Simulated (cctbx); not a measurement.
# BaGdSi3AgO9: precision against data quality

Space group P2_12_12_1 (no. 19), a = 5.7940 Å, b = 11.7700 Å, c = 12.7950 Å, α = 90.00°, β = 90.00°, γ = 90.00°.

| atom | mult. | x | y | z | Ueq (Å²) |
| --- | --- | --- | --- | --- | --- |
| Gd1 | 4 | 0.1102 | 0.9763 | 0.1407 | 0.0037 |
| Ba1 | 4 | 0.3935 | 0.3784 | 0.5805 | 0.0033 |
| Ag1 | 4 | 0.9370 | 0.7818 | 0.3937 | 0.0029 |
| Si1 | 4 | 0.6067 | 0.4113 | 0.1228 | 0.0050 |
| Si2 | 4 | 0.3884 | 0.3005 | 0.3115 | 0.0065 |
| Si3 | 4 | 0.1029 | 0.3476 | 0.8540 | 0.0062 |
| O1 | 4 | 0.1064 | 0.2190 | 0.9184 | 0.0042 |
| O2 | 4 | 0.5919 | 0.6795 | 0.2551 | 0.0061 |
| O3 | 4 | 0.5336 | 0.5589 | 0.4282 | 0.0049 |
| O4 | 4 | 0.1414 | 0.6254 | 0.3180 | 0.0070 |
| O5 | 4 | 0.4072 | 0.4005 | 0.2225 | 0.0065 |
| O6 | 4 | 0.1211 | 0.1837 | 0.6141 | 0.0088 |
| O7 | 4 | 0.9969 | 0.4952 | 0.5331 | 0.0054 |
| O8 | 4 | 0.1595 | 0.3209 | 0.3735 | 0.0043 |
| O9 | 4 | 0.3480 | 0.0596 | 0.8269 | 0.0039 |

The model was made for the exercise: a known structure type with other elements put in, its volume estimated, not relaxed; displacement parameters are assumed.

Five simulated data sets (cctbx; Ag Kα, λ = 0.56087 Å; 2 % proportional error) differ in resolution or exposure (noise floor 15 counts in the first three, 8 in the last two). Each is refined with the right model, isotropic at 1.1 Å and anisotropic otherwise. How do the figures of merit and the uncertainties move?

| d min (Å) | top counts | ⟨I/σ⟩ (unmerged, absences included) | unique | param. (scale apart) | Rint | R1 | GooF | largest s.u. xyz (fractional) | s.u. U of O1 (Å²) | largest error (Å) |
| --- | --- | --- | --- | --- | --- | --- | --- | --- | --- | --- |
| 1.1 | 40000 | 26.4 | 676 | 60 | 0.019 | 0.0090 | 1.06 | 0.00077 | 0.0009 | 0.0135 |
| 0.84 | 40000 | 24.1 | 1536 | 135 | 0.020 | 0.0093 | 0.94 | 0.00049 | 0.0011 | 0.0050 |
| 0.6 | 40000 | 19.8 | 4230 | 135 | 0.024 | 0.0118 | 0.94 | 0.00032 | 0.0005 | 0.0033 |
| 0.75 | 300 | 1.2 | 2162 | 135 | 0.406 | 0.1170 | 0.94 | 0.01150 | 0.0240 | 0.1511 |
| 0.75 | 3000 | 7.0 | 2162 | 135 | 0.073 | 0.0333 | 0.94 | 0.00165 | 0.0030 | 0.0164 |

The number of reflections grows roughly as 1/d³: 676, 1536 and 4230 here. R1 follows the noise rather than the truth: at 300 counts it is 0.1170, at 3000 counts 0.0333, while GooF is 0.94 and 0.94: the weights 1/σ² carry the noise. The s.u. of U (U11 where anisotropic) for O1 goes 0.0009, 0.0011, 0.0005 Å² with resolution and 0.0240, 0.0030 Å² with exposure.

Hardware for the 0.6 Å refinement: 0.5 s on 1 thread of Arm Neoverse V2, with other jobs on the host, peak memory 0.1 GiB.
